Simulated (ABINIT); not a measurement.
# LiF (Griceite): G0W0 with ABINIT, start to end

How does a plane-wave GW calculation on LiF (Griceite) run from the first input to the gap?

Program: ABINIT 10.8.3. Level of theory: PBE and many-body steps on it, plane waves. Values are calculated unless marked as measured.

## Step 1: Starting point

The structure is cubic, space group Fm-3m (No. 225). The conventional cell has a = 4.028 Å, b = 4.028 Å, c = 4.028 Å, α = 90.00°, β = 90.00°, γ = 90.00°. Nearest to Li lie 6 F at 2.01 Å. F has 6 Li at 2.01 Å nearest. Farther neighbours, and contacts between anions beyond the nearest, are not listed.

Structure file:

```cif
data_structure
_symmetry_space_group_name_H-M 'P 1'
_symmetry_Int_Tables_number 1
_cell_length_a 2.8482
_cell_length_b 2.8482
_cell_length_c 2.8482
_cell_angle_alpha 60.000
_cell_angle_beta 60.000
_cell_angle_gamma 60.000
_cell_volume 16.34
loop_
_atom_site_label
_atom_site_type_symbol
_atom_site_fract_x
_atom_site_fract_y
_atom_site_fract_z
_atom_site_occupancy
Li1 Li 0.00000 0.00000 0.00000 1
F2 F 0.50000 0.50000 0.50000 1
```

The cell and positions come from the Crystallography Open Database and are kept as given unless a step says otherwise.

## Step 2: Ground state

This step: ABINIT 10.8.3; DFT, PBE, plane waves, norm-conserving pseudopotentials.

The ground-state density comes first.

Contents of run.abi:

```
acell 3*1.0 Angstrom
rprim 
  -0.000000000000 2.014000000000 2.014000000000
  2.014000000000 -0.000000000000 2.014000000000
  2.014000000000 2.014000000000 -0.000000000000
ntypat 2
znucl 3 9
natom 2
typat 1 2
xred 
  0.000000000000 0.000000000000 0.000000000000
  0.500000000000 0.500000000000 0.500000000000
pp_dirpath "pseudos"
pseudos "Li.upf, F.upf"
ecut 36
ngkpt 8 8 8
nshiftk 1
shiftk 0 0 0
kptopt 1
chksymbreak 0
nband 10
occopt 1
tolvrs 1e-10
nstep 60
prtwf 0
optforces 0
optstress 0
indata_prefix "in"
outdata_prefix "out"
tmpdata_prefix "tmp"
```

Command:

```sh
$ OMP_NUM_THREADS=1 mpirun -n 4 abinit run.abi > log
```

Output:

```text
.Version 10.8.3 of ABINIT. v10.8.2 released Aug 2026.

 Symmetries : space group Fm -3 m (#225); Bravais cF (face-center cubic)
================================================================================
 Values of the parameters that define the memory need of the present run
     intxc =       0    ionmov =       0      iscf =       7    lmnmax =       5
     lnmax =       5     mgfft =      30  mpssoang =       3    mqgrid =    3001
     natom =       2  nloc_mem =       1    nspden =       1   nspinor =       1
    nsppol =       1      nsym =      48    n1xccc =    2501    ntypat =       2
    occopt =       1   xclevel =       2
-    mband =          10        mffmem =           1         mkmem =           8
       mpw =        1155          nfft =       27000          nkpt =          29
================================================================================
  Rough estimation (10% accuracy) of disk space for files :
================================================================================

--------------------------------------------------------------------------------
------------- Echo of variables that govern the present computation ------------
--------------------------------------------------------------------------------
 -outvars: echo values of preprocessed input variables --------
            acell      1.8897261259E+00  1.8897261259E+00  1.8897261259E+00 Bohr

      chksymbreak           0
             ecut      3.60000000E+01 Hartree
-          fftalg         312

              ixc     -101130
              kpt      0.00000000E+00  0.00000000E+00  0.00000000E+00
                       1.25000000E-01  0.00000000E+00  0.00000000E+00
                       2.50000000E-01  0.00000000E+00  0.00000000E+00
                       3.75000000E-01  0.00000000E+00  0.00000000E+00
                       5.00000000E-01  0.00000000E+00  0.00000000E+00
                       1.25000000E-01  1.25000000E-01  0.00000000E+00
                       2.50000000E-01  1.25000000E-01  0.00000000E+00
                       3.75000000E-01  1.25000000E-01  0.00000000E+00
                       5.00000000E-01  1.25000000E-01  0.00000000E+00
   [... 18 further rows ...]
                      -3.75000000E-01  5.00000000E-01  1.25000000E-01
                      -2.50000000E-01  5.00000000E-01  2.50000000E-01
         kptrlatt        8    0    0      0    8    0      0    0    8
          kptrlen      4.30589384E+01
P           mkmem           8
            natom           2
            nband          10
            ngfft          30      30      30
             nkpt          29
            nstep          60
             nsym          48
           ntypat           2
              occ      2.000000  2.000000  2.000000  2.000000  2.000000  0.000000
                       0.000000  0.000000  0.000000  0.000000
        optforces           0
        optstress           0
            prtwf           0
            rprim     -0.0000000000E+00  2.0140000000E+00  2.0140000000E+00
[...]
spgroup         225

           tolvrs      1.00000000E-10

             xred      0.0000000000E+00  0.0000000000E+00  0.0000000000E+00
[...]
znucl        3.00000    9.00000

================================================================================

 chkinp: Checking input parameters for consistency.

================================================================================
== DATASET  1 ==================================================================
-   mpi_nproc: 4, omp_nthreads: 1 (-1 if OMP is not activated)

--- !DatasetInfo
iteration_state: {dtset: 1, }
dimensions: {natom: 2, nkpt: 29, mband: 10, nsppol: 1, nspinor: 1, nspden: 1, mpw: 1155, }
cutoff_energies: {ecut:  36.0, pawecutdg:  -1.0, }
electrons: {nelect:   1.00000000E+01, charge:   0.00000000E+00, occopt:   1.00000000E+00, tsmear:   1.00000000E-02, }

 Real(R)+Recip(G) space primitive vectors, cartesian coordinates (Bohr,Bohr^-1):
 R(1)=  0.0000000  3.8059084  3.8059084  G(1)= -0.1313747  0.1313747  0.1313747
 R(2)=  3.8059084  0.0000000  3.8059084  G(2)=  0.1313747 -0.1313747  0.1313747
 R(3)=  3.8059084  3.8059084  0.0000000  G(3)=  0.1313747  0.1313747 -0.1313747
 Unit cell volume ucvol=  1.1025670E+02 bohr^3
 Angles (23,13,12)=  6.00000000E+01  6.00000000E+01  6.00000000E+01 degrees

 getcut: wavevector=  0.0000  0.0000  0.0000  ngfft=  30  30  30
         ecut(hartree)=     36.000   => boxcut(ratio)=   2.06592

--- Pseudopotential description ------------------------------------------------
- Li Generated using ONCVPSP code by D. R. Hamann
-  3.00000   3.00000  171031                  znucl, zion, pspdat
12 -101130 1 -1 1944                          pspcod,pspxc,lmax,lloc,mmax
     nproj     2     2     0
  pspatm : epsatm=    2.74360059
         --- l  ekb(1:nproj) -->
[...]
pspatm: atomic psp has been read  and splines computed

- F Generated using ONCVPSP code by D. R. Hamann
-  9.00000   7.00000  171031                  znucl, zion, pspdat
12 -101130 2 -1 832                           pspcod,pspxc,lmax,lloc,mmax
     nproj     2     2     1
  pspatm : epsatm=    4.87625608
         --- l  ekb(1:nproj) -->
[...]
1   -3.955629   -1.291931
             2   -2.441503
 pspatm: atomic psp has been read  and splines computed

   7.61985667E+01                                ecore*ucvol(ha*bohr**3)
--------------------------------------------------------------------------------

_setup2: Arith. and geom. avg. npw (full set) are    1137.021    1137.006

================================================================================

--- !BeginCycle
iteration_state: {dtset: 1, }
solver: {iscf: 7, nstep: 60, nline: 4, wfoptalg: 0, }
tolerances: {tolvrs: 1.00E-10, }

     iter   Etot(hartree)      deltaE(h)  residm     vres2
 ETOT  1  -31.947927    -3.195E+01 1.669E-01 1.045E+02
 ETOT  2  -31.964561    -1.663E-02 8.094E-04 7.177E+01
 ETOT  3  -31.990029    -2.547E-02 1.499E-03 2.299E+00
 ETOT  4  -31.990759    -7.298E-04 6.646E-04 9.345E-03
 ETOT  5  -31.990761    -2.284E-06 1.832E-04 1.498E-04
 ETOT  6  -31.990761    -1.534E-08 9.196E-05 6.269E-06
 ETOT  7  -31.990761    -7.883E-11 1.076E-04 1.867E-08
 ETOT  8  -31.990761    -4.121E-12 4.822E-05 1.008E-10
 ETOT  9  -31.990761    -2.665E-13 5.416E-05 1.898E-12

 At SCF step    9       vres2   =  1.90E-12 < tolvrs=  1.00E-10 =>converged.

--- !ResultsGS
iteration_state: {dtset: 1, }
comment   : Summary of ground state results
lattice_vectors:
- [ -0.0000000,   3.8059084,   3.8059084, ]
- [  3.8059084,  -0.0000000,   3.8059084, ]
- [  3.8059084,   3.8059084,  -0.0000000, ]
lattice_lengths: [   5.38237,    5.38237,    5.38237, ]
lattice_angles: [ 60.000,  60.000,  60.000, ] # degrees, (23, 13, 12)
lattice_volume:   1.1025670E+02
convergence: {deltae: -2.665E-13, res2:  1.898E-12, residm:  5.416E-05, diffor:  0.000E+00, }
etotal    :  -3.19907614E+01
entropy   :   0.00000000E+00
fermie    :  -3.57929276E-02
cartesian_stress_tensor: null
pressure_GPa: null
xred      :
- [  0.0000E+00,   0.0000E+00,   0.0000E+00, Li]
- [  5.0000E-01,   5.0000E-01,   5.0000E-01,  F]
cartesian_forces: null
force_length_stats: {min: null, max: null, mean: null, }

 Integrated electronic density in atomic spheres:
 ------------------------------------------------
 Atom  Sphere_radius  Integrated_density
    1        2.00000          2.33072837
    2        2.00000          7.09534579
================================================================================

 ----iterations are completed or convergence reached----

 Mean square residual over all n,k,spin=   30.366E-08; max=  54.155E-06
 reduced coordinates (array xred) for    2 atoms
       0.000000      0.000000      0.000000
       0.500000      0.500000      0.500000
 rms dE/dt=  0.0000E+00; max dE/dt=  0.0000E+00; dE/dt below (all hartree)
    1       0.000000      0.000000      0.000000
    2       0.000000      0.000000      0.000000

 cartesian coordinates (angstrom) at end:
    1      0.000000     0.000000     0.000000
    2      2.014000     2.014000     2.014000
 length scales=  1.889726  1.889726  1.889726 bohr
              =  1.000000  1.000000  1.000000 angstroms
 prteigrs : about to open file out_EIG
 Fermi (or HOMO) energy (hartree) =  -0.03579   Average Vxc (hartree)=  -0.36444
 Eigenvalues (hartree) for nkpt=  29  k points:
 kpt#   1, nband= 10, wtk=  0.00195, kpt=  0.0000  0.0000  0.0000 (reduced coord)
  -1.53679   -0.76691   -0.03579   -0.03579   -0.03579    0.29916    0.84586    0.84586
   0.84586    0.86111
 prteigrs : prtvol=0 or 1, do not print more k-points.

--- !EnergyTerms
iteration_state     : {dtset: 1, }
comment             : Components of total free energy in Hartree
kinetic             :  2.151573E+01
hartree             :  8.338748E+00
xc                  : -7.302378E+00
Ewald energy        : -2.047414E+01
psp_core            :  6.911015E-01
local_psp           : -2.750932E+01
non_local_psp       : -7.250504E+00
total_energy        : -3.199076E+01
total_energy_eV     : -8.705130E+02
band_energy         : -5.039912E+00

== END DATASET(S) ==============================================================
================================================================================

 -outvars: echo values of variables after computation  --------
           etotal     -3.1990761394E+01
            nband          10
             nkpt          29
          spgroup         225
 [... the other variables as echoed above ...]

 Calculation completed.
```

It took 8 s on 4 MPI ranks of Intel Xeon Platinum 8375C at 2.90GHz (Ice Lake), shared host; peak memory 0.28 GiB; 31 s of CPU time.

This step gave:

| Item | Value |
| --- | --- |
| total energy | -870.5130 eV |
| gap | 9.114 eV |
| k of the valence top | 0, 0, 0 |
| k of the conduction bottom | 0, 0, 0 |
| least direct gap | 9.114 eV |

The gap is direct, at Γ.

[end of part 1 of 3]

[Long decimals in the printed logs are rounded to 6 places.]

[Logs are printed without paths, hosts, clocks, repeated set-up lines and the standing remarks that a program may print on its own settings, such as how far it seeks lower states.]

[Paths, hosts, dates, memory and timing lines, banners, echoed tables and standing remarks are left out of the program output; an Ansatz launch command may be rebuilt from the run's recorded settings. Measured values are a selection of at most five: reports struck by readers or far from the other reports are left out. None is set beside runs whose start may be inverted or whose files or cutoffs have a known fault.]

[Runs of the session that timed out or met a known fault of the program may be left out.]

[Hosts, paths, dates, database ids (printed as entryN), source tags and the programs' standing remarks are cut or masked in the printed files.]

[G0W0 gaps are taken among the corrected bands and points alone; a level outside them can change the order at an edge.]

[Where Ansatz stands beside ABINIT at settings called matched, ABINIT's density can come from a denser mesh and the files from another edition; pairs whose starting gaps differed by over 0.03 eV were left out, so agreement reads better than it is.]
